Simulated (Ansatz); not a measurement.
**HgH2 (model cell, started as CdI2 type): relaxing the cell for a phonon run**

Aim: bring HgH2 (model cell, started as CdI2 type) to small forces and stress, as phonons need.

Program: Ansatz 0.2.0. Level of theory: DFT PBE, scalar-relativistic, plane waves, PAW. Results are calculated unless marked as measured.

The structure was built from a prototype and need not be the compound's stable phase.

## (1) Set-up

Symmetry: P-3m1, No. 164, trigonal system. Conventional cell: a = 3.509 Å, b = 3.509 Å, c = 5.685 Å, α = 90.00°, β = 90.00°, γ = 120.00°. Nearest to Hg lie 6 H at 2.47 Å. Nearest to H lie 3 Hg at 2.47 Å. Farther neighbours are not listed.

## (2) A coarse first look

First a cheap look: the gap decides the mesh and the occupations, the pressure tells how far the cell has to move.

File input.yaml:

```yaml
crystal:
  lattice:
    - [3.509, 0.0, 0.0]
    - [-1.7545, 3.03888, 0.0]
    - [0.0, 0.0, 5.68458]
  atoms:
    - { symbol: Hg, position: [0.0, 0.0, 0.0] }
    - { symbol: H, position: [0.333333, 0.666667, 0.25] }
    - { symbol: H, position: [0.666667, 0.333333, 0.75] }
kpoints:
  mp_grid: { grid: [6, 6, 4] }
hamiltonian:
  xc: pbe
scf:
  occupations: { method: gaussian, width: 0.1 }
output:
  forces: true
  stress: true
  eigenvalues: true
```

Launch:

```console
$ ansatz run input.yaml --threads 4 --pin off --max-ram 7168MiB --backend cpu --events-out ev --progress --plain --runs-dir out
```

Numbers of over 12 decimals in the logs are rounded to 6 here.

Log:

```text
[...]
--- Band table (eV; the first three rows and the last of 24) ---
  k-point 0: bands = [... 7 lower, -2.8484, -2.7268, -2.7268, 0.7347, 5.1483, 11.1626, 11.5830, 14.5620]
  k-point 1: bands = [... 7 lower, -2.7802, -2.7272, -2.7272, 0.3300, 5.8617, 10.7028, 11.8267, 14.6403]
  k-point 2: bands = [... 7 lower, -2.7277, -2.7277, -2.6971, -0.0330, 6.6450, 10.1779, 12.0550, 14.7234]
  k-point 23: bands = [... 7 lower, -2.9633, -2.7597, 2.0929, 2.0929, 2.1572, 7.4497, 7.4497, 7.8244]
[key lines of the parts left out:]
SCF converged after 6 iterations
Free energy (F): -13842.179334 eV
Fermi energy:    2.248281 eV
P = ⅓ Tr σ = -7.8796 GPa (-78.796 kbar)
```

Run time: 1.3 s. Hardware: 4 threads of Intel Xeon Platinum 8488C (Sapphire Rapids), shared host; peak memory 0.36 GiB.

Numbers from this step:

| Quantity | Value |
| --- | --- |
| pressure | -7.880 GPa |
| volume per atom | 20.21 Å³ |
| gap on the k-mesh | 0 eV |

The coarse mesh shows no gap and a pressure of -7.9 GPa.

## (3) Coarse relaxation

A rough relaxation comes first, because large forces or stress need no tight tolerances yet.

Changes to input.yaml since step 2:

```diff
@@ -19 +19,6 @@
   eigenvalues: true
+relax:
+  adjacent_minimum: "off"
+  f_tol: 0.05
+  max_steps: 80
+  cell: { stress_tol: 0.5 }
```

Log:

```text
[...]
Crystal: 3 atoms, lattice volume = 60.617 Å³
Basis set: ecut = 420 eV, 1165 PW (Γ), exchange–correlation on 48×48×80 points (8 copies of the dense FFT grid, shifted against one another)
Bands: 15, of which v1, the nominal top of the filled ones, is band 11 counted from 1 (10 counted from 0)
Symmetry: 12 space group operations
[...]
F+E_penalty+E_count = -13843.14276643 eV   max|allowed force component| = 2.664e-2 eV/Å   (the final SCF, on the basis selected at the relaxed cell)
  cell:  # Å, volume = 51.1528 Å³
    - [3.326174, 0.0, 0.0]
    - [-1.663087, 2.880551, 0]
    - [0.0, 0, 5.338863]
  atoms:
    - { symbol: Hg, position: [0, 0, 0.0] }
    - { symbol: H, position: [0.333333, 0.666667, 0.157486] }
    - { symbol: H, position: [0.666667, 0.333333, 0.842514] }
[key lines of the parts left out:]
SCF converged after 6 iterations
Free energy (F): -13843.142766 eV
Fermi energy:    4.263510 eV
P = ⅓ Tr σ = 0.0194 GPa (0.194 kbar)
```

Wall time 1.6 s (4 threads); peak memory 0.4 GiB.

Step by step:

```tsv
step	energy less that of the first step (eV)	largest force component (eV/Å)	pressure (GPa)	volume (Å³)
1	0.0000	1.1010	-7.88	60.62
2	-0.6021	0.8015	-6.08	55.55
3	-0.9396	0.2195	-0.55	49.78
4	-0.9675	0.0261	0.05	51.15
5*	-0.9634	0.0266	0.02	51.15
```

Relaxation steps marked * repeat the geometry before them on a plane-wave basis chosen anew for their cell, so energy and pressure can jump there.

Forces are held to the 12 operations that the run works with; a distortion that breaks them can't arise in this run.

```tsv
conventional cell, symmetrised	before	after	change
a (Å)	3.509	3.326	-5.2 %
b (Å)	3.509	3.326	-5.2 %
c (Å)	5.685	5.339	-6.1 %
volume (Å³/atom)	20.21	17.05	-15.6 %
```

The atoms that moved most (Å, as changes of fractional coordinates times the final cell):

```tsv
atom	dx	dy	dz	length
H2	0.000	0.000	-0.494	0.494
H3	0.000	0.000	0.494	0.494
```

The relaxed structure:

```xyz
3
Lattice="3.3262 0.0000 0.0000 -1.6631 2.8806 0.0000 0.0000 0.0000 5.3389" Properties=species:S:1:pos:R:3 pbc="T T T"
Hg    0.0000    0.0000    0.0000
H     0.0000    1.9204    0.8408
H     1.6631    0.9602    4.4981
```

This step gave:

| Item | Value |
| --- | --- |
| pressure | 0.01936 GPa |
| volume per atom | 17.05 Å³ |

In this step the volume went from 20.21 to 17.05 Å³/atom.

## (4) Relaxation

Harmonic phonons are second derivatives at a point where the forces vanish, and they are wanted at zero stress, so atoms and cell are relaxed first.

File input.yaml:

```yaml
crystal:
  lattice:
    - [3.3261736933, 0.0, 0.0]
    - [-1.6630868466, 2.8805509158, 0.0]
    - [0.0, 0.0, 5.3388633481]
  atoms:
    - { symbol: Hg, position: [0.0, 0.0, 0.0] }
    - { symbol: H, position: [0.3333333333, 0.6666666667, 0.1574857325] }
    - { symbol: H, position: [0.6666666667, 0.3333333333, 0.8425142675] }
kpoints:
  mp_grid: { grid: [12, 12, 8] }
hamiltonian:
  xc: pbe
scf:
  occupations: { method: gaussian, width: 0.1 }
output:
  forces: true
  stress: true
  eigenvalues: true
  write_density: true
  write_potential: true
  elf: true
  volumetric_format: npy
relax:
  adjacent_minimum: "off"
  f_tol: 0.005
  max_steps: 80
  cell: { stress_tol: 0.05 }
```

Log:

```text
[...]
Crystal: 3 atoms, lattice volume = 51.153 Å³
Basis set: ecut = 420 eV, 989 PW (Γ), exchange–correlation on 48×48×72 points (8 copies of the dense FFT grid, shifted against one another)
Bands: 15, of which v1, the nominal top of the filled ones, is band 11 counted from 1 (10 counted from 0)
Symmetry: 12 space group operations
[...]
k-points: 131 of 1152
[...]
SCF iter   1: F=—  HF=-13843.117448 eV  |F-HF|=—  |Δ(HF+E_count)|=         —  Δρ=3.87e-3  dr2=7.73e-3  ethr=1.77e-3  ⟨swp⟩=5.9  Hψ=9759  notcnv=0
[...]
SCF iter   6: F=-13843.115766 eV  HF=-13843.115766 eV  |F-HF|=2.42e-10  |Δ(HF+E_count)|=   5.93e-8  Δρ=1.70e-6  dr2=7.40e-10  ethr=2.95e-10  ⟨swp⟩=6.2  Hψ=12039  notcnv=0
SCF 1 converged in 6 iterations: F = -13843.115766 eV  dr2 = 7.40e-10
[...]
relax step   1: F+E_penalty+E_count = -13843.11576553 eV  Δ(F+E_penalty+E_count) = +0.000e0 eV  max|allowed force component| = 1.873e-1 eV/Å  Δτ_max = 0.0000 Å  P = -0.128 GPa  Ω = 51.153 Å³  (6 SCF iters, dr2 threshold 1.00e-7 eV, accepted)
Crystal: 3 atoms, lattice volume = 49.216 Å³
[...]
SCF iter   6: F=-13843.111959 eV  HF=-13843.111959 eV  |F-HF|=2.18e-11  |Δ(HF+E_count)|=   3.27e-7  Δρ=4.72e-6  dr2=7.06e-9  ethr=1.36e-9  ⟨swp⟩=10.1  Hψ=14070  notcnv=0
SCF 2 converged in 6 iterations: F = -13843.111959 eV  dr2 = 7.06e-9
relax step   2: F+E_penalty+E_count = -13843.11195870 eV  Δ(F+E_penalty+E_count) = +3.807e-3 eV  max|allowed force component| = 2.740e-1 eV/Å  Δτ_max = 0.1945 Å  P = -1.292 GPa  Ω = 49.216 Å³  energy of the carried Pulay correction = +1.225e-3 eV  (6 SCF iters, dr2 threshold 3.00e-7 eV, rejected (line search))
Crystal: 3 atoms, lattice volume = 49.521 Å³
[...]
SCF iter   7: F=-13843.138958 eV  HF=-13843.138958 eV  |F-HF|=2.00e-11  |Δ(HF+E_count)|=  4.24e-10  Δρ=2.11e-7  dr2=1.28e-11  ethr=1.00e-12  ⟨swp⟩=5.0  Hψ=10547  notcnv=0
SCF 3 converged in 7 iterations: F = -13843.138958 eV  dr2 = 1.28e-11
relax step   3: F+E_penalty+E_count = -13843.13895839 eV  Δ(F+E_penalty+E_count) = -2.319e-2 eV  max|allowed force component| = 6.218e-5 eV/Å  Δτ_max = 0.0949 Å  P = -0.064 GPa  Ω = 49.521 Å³  energy of the carried Pulay correction = +1.029e-3 eV  (7 SCF iters, accepted)
[...]
relax step   4: F+E_penalty+E_count = -13843.13904231 eV  Δ(F+E_penalty+E_count) = -8.392e-5 eV  max|allowed force component| = 2.043e-4 eV/Å  Δτ_max = 0.0015 Å  P = +0.014 GPa  Ω = 49.440 Å³  energy of the carried Pulay correction = +1.081e-3 eV  (4 SCF iters, dr2 threshold 2.72e-8 eV, accepted)
[...]
SCF iter   5: F=-13843.138000 eV  HF=-13843.138000 eV  |F-HF|=6.91e-11  |Δ(HF+E_count)|=   1.67e-9  Δρ=3.93e-7  dr2=1.66e-11  ethr=1.00e-12  ⟨swp⟩=4.1  Hψ=9648  notcnv=0
SCF 5 converged in 5 iterations: F = -13843.138000 eV  dr2 = 1.66e-11
relax step   5: F+E_penalty+E_count = -13843.13799951 eV  Δ(F+E_penalty+E_count) = +1.043e-3 eV  max|allowed force component| = 3.686e-4 eV/Å  Δτ_max = 0.0000 Å  P = +0.007 GPa  Ω = 49.440 Å³  stress off target by 1.44e-2 GPa  SCF on the basis re-selected at this cell (its energy is not comparable with the rows above)  (5 SCF iters)
[...]
SCF converged after 5 iterations
Free energy (F): -13843.138000 eV
[...]
Internal energy: -13843.136208 eV  (E = F + TS)
E sigma→0 (E₀):  -13843.137104 eV
Entropy (-TS):   -0.001791 eV (-0.597 meV/atom)
Fermi energy:    5.097347 eV
[...]
--- Forces (eV/Å), atoms counted from 1 ---
  atom   1  Hg    -0.00000000     0.00000000     0.00000000
  atom   2  H     -0.00000000     0.00000000     0.00036860
  atom   3  H      0.00000000    -0.00000000    -0.00036860
  max |Σ_I F_I| component: 1.73e-18 eV/Å
--- Stress (GPa, compression-positive) ---
        0.003845      -0.000000      -0.000000
        0.000000       0.003845       0.000000
       -0.000000       0.000000       0.014359
  P = ⅓ Tr σ = 0.0073 GPa (0.073 kbar)
--- Band table (eV; the first three rows and the last of 131) ---
  k-point 0: bands = [... 7 lower, -1.2124, -0.9881, -0.9881, 2.1336, 9.4589, 13.0580, 14.0339, 18.2115]
  k-point 1: bands = [... 7 lower, -1.1967, -0.9883, -0.9883, 2.0513, 9.6217, 13.0275, 14.1359, 18.2383]
  k-point 2: bands = [... 7 lower, -1.1565, -0.9888, -0.9888, 1.8573, 10.0219, 12.9403, 14.4703, 18.3047]
  k-point 130: bands = [... 7 lower, -1.4431, -1.0167, 3.8727, 3.8727, 4.2701, 10.2380, 10.8973, 10.8973]
--- Relaxed structure (4 steps of the walk, 3 accepted, 1 SCFs on fresh bases) ---
[...]
cell:  # Å, volume = 49.4395 Å³
    - [3.268739, -2.8369051007634198e-11, 1.7586367332051754e-18]
    - [-1.634369, 2.830811, -1.758636733187564e-18]
    - [2.8227994275803313e-18, -1.6297440093818501e-18, 5.342976]
  atoms:
    - { symbol: Hg, position: [0, 0, 0] }
    - { symbol: H, position: [0.333333, 0.666667, 0.175534] }
    - { symbol: H, position: [0.666667, 0.333333, 0.824466] }
```

It took 4.6 s on 4 threads; peak memory 0.49 GiB.

Step by step:

```tsv
step	energy less that of the first step (eV)	largest force component (eV/Å)	pressure (GPa)	volume (Å³)
1	0.0000	0.1873	-0.13	51.15
2	0.0038	0.2740	-1.29	49.22
3	-0.0232	0.0001	-0.06	49.52
4	-0.0233	0.0002	0.01	49.44
5*	-0.0222	0.0004	0.01	49.44
```

Relaxation steps marked * repeat the geometry before them on a plane-wave basis chosen anew for their cell, so energy and pressure can jump there. Relaxation step 2 was tried and not accepted.

Forces are held to the 12 operations that the run works with; a distortion that breaks them can't arise in this run.

```tsv
conventional cell, symmetrised	before	after	change
a (Å)	3.326	3.269	-1.7 %
b (Å)	3.326	3.269	-1.7 %
c (Å)	5.339	5.343	+0.1 %
volume (Å³/atom)	17.05	16.48	-3.3 %
```

The atoms that moved most (Å, as changes of fractional coordinates times the final cell):

```tsv
atom	dx	dy	dz	length
H2	0.000	0.000	0.096	0.096
H3	0.000	0.000	-0.096	0.096
```

The relaxed structure:

```xyz
3
Lattice="3.2687 0.0000 0.0000 -1.6344 2.8308 0.0000 0.0000 0.0000 5.3430" Properties=species:S:1:pos:R:3 pbc="T T T"
Hg    0.0000    0.0000    0.0000
H     0.0000    1.8872    0.9379
H     1.6344    0.9436    4.4051
```

Numbers from this step:

| Item | Value |
| --- | --- |
| pressure | 0.007350 GPa |
| volume per atom | 16.48 Å³ |

Electrostatic potential energy in the ac plane at fractional y = 0.333, with atoms of H within 0.2 Å of it. With pseudopotentials it is smooth inside the atoms' cores, unlike the true potential.

Values in eV, 22 rows by 14 columns, each cell a mean:
```
 -2  -7 -10  -9  -4   1   4   6   6   6   6   6   5   3
  1  -2  -4  -3   0   3   5   5   2  -2   0   4   5   4
  4   2   1   2   3   5   5   3  -6 -11 -10  -2   5   5
  6   6   5   5   6   7   6   1  -9 -11 -11  -5   5   6
  8   8   7   8   8   8   7   4  -7 -10  -9  -1   6   8
  9   9   9   9   9   9   8   7   5   2   3   6   8   9
 10   9   9   9  10  10   9   9   8   8   8   8   9   9
 10  10  10  10  10  10  10  10   9   9   9  10  10  10
 10  10  10  10  10  10  10  10  10  10  10  10  10  10
 10  10  10  10  10  10  10  10  10  10  10  10  10  10
 10  10  10  10  10  10  10  10  10  10  10  10  10  10
 10  10  10  10  10  10  10  10  10  10  10  10  10  10
 10  10  10  10  10  10  10  10  10  10  10  10  10  10
 10  10  10  10  10  10  10  10  10  10  10  10  10  10
 10   9   9   9  10  10  10  10  10  10  10  10  10  10
  9   9   9   9   9   9   9  10  10  10  10  10   9   9
  8   8   7   8   8   8   9   9   9   9   9   9   9   9
  7   6   5   6   6   7   8   9   9   9   9   9   8   8
  4   3   2   2   4   5   7   8   8   9   8   8   7   6
  1  -2  -3  -2   0   4   6   7   8   8   8   7   6   4
 -2  -6  -9  -8  -3   2   5   6   7   8   8   7   5   3
 -4  -9 -11 -10  -5   1   4   6   7   7   7   7   5   2
```
Columns run along a (3.3 Å; values clipped at the 3rd and 97th percentile), rows up along c (5.3 Å). Atoms in or near the plane, at fractional coordinates: H at (0.67, 0.82).

Valence density in the ac plane at fractional y = 0.333, with atoms of H within 0.2 Å of it. It is the smooth field of the valence electrons, not physical close to the nuclei.

Ten even steps from '0' (0.0 e/Å³) to '9' (1.4 e/Å³):
```
35776432111111112
34554322122222222
22333221224543222
11121111235885321
11111111236995211
00000001124553210
00000000112222100
00000000001111000
00000000000000000
00000000000000000
00000000000000000
00000000000000000
00000000000000000
00000000000000000
00000000000000000
00000000000000000
00000000000000000
00000000000000000
00000000000000000
00000000000000000
01111000000000000
11111110000000000
12222111000000001
23333211000000011
34554321100000012
35776431110000112
46887432111111112
```
Columns run along a (3.3 Å), rows up along c (5.3 Å). Atoms in or near the plane, at fractional coordinates: H at (0.67, 0.82).

ELF in the ac plane at fractional y = 0.333, with atoms of H within 0.2 Å of it. It is the smooth field of the valence electrons, not physical close to the nuclei.

Ten even steps from '_' (0.00) to '@' (1.00):
```
::--------::::::::--==++++==::::::
::::------::::::--++##%%%%**==::::
::::::::::::::::==##@@@@@@@@**--::
::::::::::::::--**@@@@@@@@@@%%++--
::::::::::::::==##@@@@@@@@@@@@**--
::::::::::::::==%%@@@@@@@@@@@@##==
::..........::++%%@@@@@@@@@@@@##==
::..........::==##@@@@@@@@@@%%**==
....______..::--**%%@@@@@@@@##++--
..__________..::==**%%%%%%##**--::
______________..::--==++++==--..__
____________________........______
__________________________________
__________________________________
__________________________________
__________________________________
............______________________
..::::::::::..__________________..
::::------::::..________________..
::::------::::..______________....
::::------::::....____________....
::::::::::::::....____________..::
::::::::::::::....__________....::
::::::::::::::....__________....::
::::::--::::::::....________....::
::--------::::::................::
::----------::::....::::::::....::
```
Columns run along a (3.3 Å), rows up along c (5.3 Å). Atoms in or near the plane, at fractional coordinates: H at (0.67, 0.82).

In this step the volume went from 17.05 to 16.48 Å³/atom.

## (5) Tight relaxation

Phonons need a cell at rest on their own settings, so the relaxation is repeated with tight tolerances on forces and stress on the k mesh and occupations of the first response run.

File input.yaml:

```yaml
crystal:
  lattice:
    - [3.2687386611, 0.0, 0.0]
    - [-1.6343693305, 2.8308107188, 0.0]
    - [0.0, 0.0, 5.3429761233]
  atoms:
    - { symbol: Hg, position: [0.0, 0.0, 0.0] }
    - { symbol: H, position: [0.3333333333, 0.6666666667, 0.1755335464] }
    - { symbol: H, position: [0.6666666667, 0.3333333333, 0.8244664536] }
kpoints:
  mp_grid: { grid: [12, 12, 8] }
hamiltonian:
  xc: pbe
scf:
  occupations: { method: methfessel_paxton, width: 0.15 }
output:
  forces: true
  stress: true
  eigenvalues: true
relax:
  adjacent_minimum: "off"
  f_tol: 0.001
  max_steps: 60
  cell: { stress_tol: 0.01 }
```

Log:

```text
[...]
Crystal: 3 atoms, lattice volume = 49.440 Å³
Basis set: ecut = 420 eV, 989 PW (Γ), exchange–correlation on 48×48×72 points (8 copies of the dense FFT grid, shifted against one another)
Bands: 15, of which v1, the nominal top of the filled ones, is band 11 counted from 1 (10 counted from 0)
Symmetry: 12 space group operations
[...]
k-points: 131 of 1152
[...]
--- Relaxed structure (8 steps of the walk, 8 accepted, 1 SCFs on fresh bases) ---
[...]
cell:  # Å, volume = 50.0079 Å³
    - [3.268327, -2.886377537700606e-11, 1.2179163179656445e-18]
    - [-1.634163, 2.830454, -1.2179163179779843e-18]
    - [1.9907672291233077e-18, -1.1493699956749729e-18, 5.405765]
  atoms:
    - { symbol: Hg, position: [0, 0, 0] }
    - { symbol: H, position: [0.333333, 0.666667, 0.173602] }
    - { symbol: H, position: [0.666667, 0.333333, 0.826398] }
[key lines of the parts left out:]
SCF converged after 6 iterations
Free energy (F): -13843.137265 eV
Fermi energy:    4.971414 eV
P = ⅓ Tr σ = 0.0027 GPa (0.027 kbar)
```

The job ended after 8.4 s (4 threads; peak memory 0.49 GiB).

The steps of the relaxation:

```tsv
step	energy less that of the first step (eV)	largest force component (eV/Å)	pressure (GPa)	volume (Å³)
1	0.0000	0.0011	0.00	49.44
2	0.0000	0.0027	0.00	49.43
3	0.0000	0.0006	0.01	49.45
4	0.0000	0.0005	0.01	49.49
5	0.0001	0.0026	0.01	49.66
6	0.0002	0.0028	0.01	49.85
7	0.0003	0.0013	0.00	49.99
8	0.0003	0.0002	0.00	50.01
9*	0.0000	0.0002	0.00	50.01
```

Relaxation steps marked * repeat the geometry before them on a plane-wave basis chosen anew for their cell, so energy and pressure can jump there.

Forces are held to the 12 operations that the run works with; a distortion that breaks them can't arise in this run.

```tsv
conventional cell, symmetrised	before	after	change
a (Å)	3.269	3.268	-0.0 %
b (Å)	3.269	3.268	-0.0 %
c (Å)	5.343	5.406	+1.2 %
volume (Å³/atom)	16.48	16.67	+1.1 %
```

The atoms that moved most (Å, as changes of fractional coordinates times the final cell):

```tsv
atom	dx	dy	dz	length
H2	0.000	0.000	-0.010	0.010
H3	0.000	0.000	0.010	0.010
```

The relaxed structure:

```cif
data_structure
_symmetry_space_group_name_H-M 'P 1'
_symmetry_Int_Tables_number 1
_cell_length_a 3.2683
_cell_length_b 3.2683
_cell_length_c 5.4058
_cell_angle_alpha 90.000
_cell_angle_beta 90.000
_cell_angle_gamma 120.000
_cell_volume 50.01
loop_
_atom_site_label
_atom_site_type_symbol
_atom_site_fract_x
_atom_site_fract_y
_atom_site_fract_z
_atom_site_occupancy
Hg1 Hg 0.00000 0.00000 0.00000 1
H2 H 0.33333 0.66667 0.17360 1
H3 H 0.66667 0.33333 0.82640 1
```

This step gave:

```
pressure        : 0.002738 GPa
volume per atom : 16.67 Å³
```

The largest force component left is 0.23 meV/Å and the pressure is 0.003 GPa, within the tolerances set. The cell now holds 16.67 Å³/atom.

## (6) What came out

| Quantity | Value |
| --- | --- |
| space group after relaxation (within 0.01 Å) | P-3m1 |
| lattice constant a | 3.268 Å |
| lattice constant b | 3.268 Å |
| lattice constant c | 5.406 Å |
| volume per atom | 16.7 Å³ |

The largest force component left is 0.23 meV/Å and the pressure is 0.003 GPa, within the tolerances set. The cell now holds 16.67 Å³/atom. The relaxation keeps the symmetry of its start, so it says nothing on stability against lower symmetry. Spin-orbit coupling is left out, which can matter for the heavy elements here. The starting cell was built on a prototype and not taken from a measurement, so the phase need not exist.

[Logs are printed without paths, hosts, clocks, repeated set-up lines and the standing remarks that a program may print on its own settings, such as how far it seeks lower states.]

[Hosts, paths, dates, database ids (printed as entryN), source tags and the programs' standing remarks are cut or masked in the printed files.]
